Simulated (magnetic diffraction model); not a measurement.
# Solving a magnetic structure from powder neutron data: DyTl₂Ge₂

Space group I4/mmm (no. 139), a = 4.5450 Å, c = 12.4360 Å.

```
site  atom    x  y       z
  4d    Tl  1/2  0     1/4
  2a    Dy    0  0       0
  4e    Ge    0  0  0.3900
```

This is a made-up structure (elements placed in a structure type, unrelaxed), so the numbers test the method and describe no known phase.

Only Dy is taken to order (form factors of Dy3+); orders and moment sizes are assumed, and not adapted to the symmetry. Radiation: neutrons of λ = 2.36 Å (absorption by Dy left out), 8° to 90°; isotropic B of 0.31 Å² (Tl), 0.39 Å² (Dy) and 0.54 Å² (Ge). The intensities are simulated: I ∝ L Σ (|F_N|² + |F_M⊥|²) for unpolarised neutrons, with F_M = 2.695 fm/μB × Σ f(s) S exp(2πi Q·r) exp(−B s²) at Q = H ± k (one set where k and −k are equivalent), only the part normal to Q counting and L = 1/(sin²θ cos θ). For collinear order S is the moment m, which repeats by lattice and centring translations R with the sign exp(−2πi k·R). Form factors are spin-only for 3d ions and dipole or tabulated for f ions, scattering lengths are Sears's of 1992, and absorption is left out. A label names one of the reflections at its angle. The strongest nuclear line in the range is 100, and lines under 0.2 are left out.

Above the ordering temperature:

```csv
2θ (°),index,I
21.88,(0 0 2),0.5
32.09,(1 0 1),2.8
43.08,(1 1 0),10.8
44.61,(0 0 4),7.8
45.32,(1 0 3),49.5
48.83,(1 1 2),100.0
62.56,(2 0 0),60.9
63.75,(1 1 4),11.5
65.48,(1 0 5),46.1
67.12,(2 0 2),0.2
69.41,(0 0 6),0.9
72.06,(2 1 1),1.5
80.06,(2 0 4),12.8
80.57,(2 1 3),40.8
85.29,(1 1 6),21.1
```

Below it (cell unchanged):

| 2θ (°) | I |
| --- | --- |
| 21.88 | 6.2 |
| 32.09 | 77.3 |
| 43.08 | 32.8 |
| 44.61 | 9.0 |
| 45.32 | 70.1 |
| 48.83 | 127.2 |
| 62.56 | 70.5 |
| 63.75 | 21.6 |
| 65.48 | 51.8 |
| 67.12 | 14.9 |
| 69.41 | 1.4 |
| 72.06 | 28.9 |
| 80.06 | 20.6 |
| 80.57 | 59.0 |
| 85.29 | 24.8 |

**Question.** Find the propagation vector, then choose among these models:
A. collinear moments along [100], 9.5 μB on Dy
B. collinear moments along [010], 9.5 μB on Dy
C. collinear moments along [101], 9.5 μB on Dy

No line moves, and magnetic intensity falls on nuclear lines such as the one at 32.09°, so the magnetic cell equals the chemical primitive cell: k = 0.

Magnetic intensity, observed (below minus above) and for each model:

| 2θ (°) | index | observed | A | B | C |
| --- | --- | --- | --- | --- | --- |
| 21.88 | (0 0 2) | 5.8 | 49.1 | 49.1 | 5.8 |
| 32.09 | (1 0 1) | 74.5 | 49.3 | 49.3 | 74.5 |
| 43.08 | (1 1 0) | 22.0 | 11.7 | 11.7 | 22.0 |
| 44.61 | (0 0 4) | 1.3 | 10.8 | 10.8 | 1.3 |
| 45.32 | (1 0 3) | 20.6 | 32.3 | 32.3 | 20.6 |
| 48.83 | (1 1 2) | 27.2 | 21.5 | 21.5 | 27.2 |
| 65.48 | (1 0 5) | 5.7 | 16.3 | 16.3 | 5.7 |
| 72.06 | (2 1 1) | 27.4 | 15.3 | 15.3 | 27.4 |

Model C matches.

The structure used: k = (0 0 0), collinear moments along [101], 9.5 μB on Dy.

[Logs are printed without paths, hosts, clocks, repeated set-up lines and the standing remarks that a program may print on its own settings, such as how far it seeks lower states.]
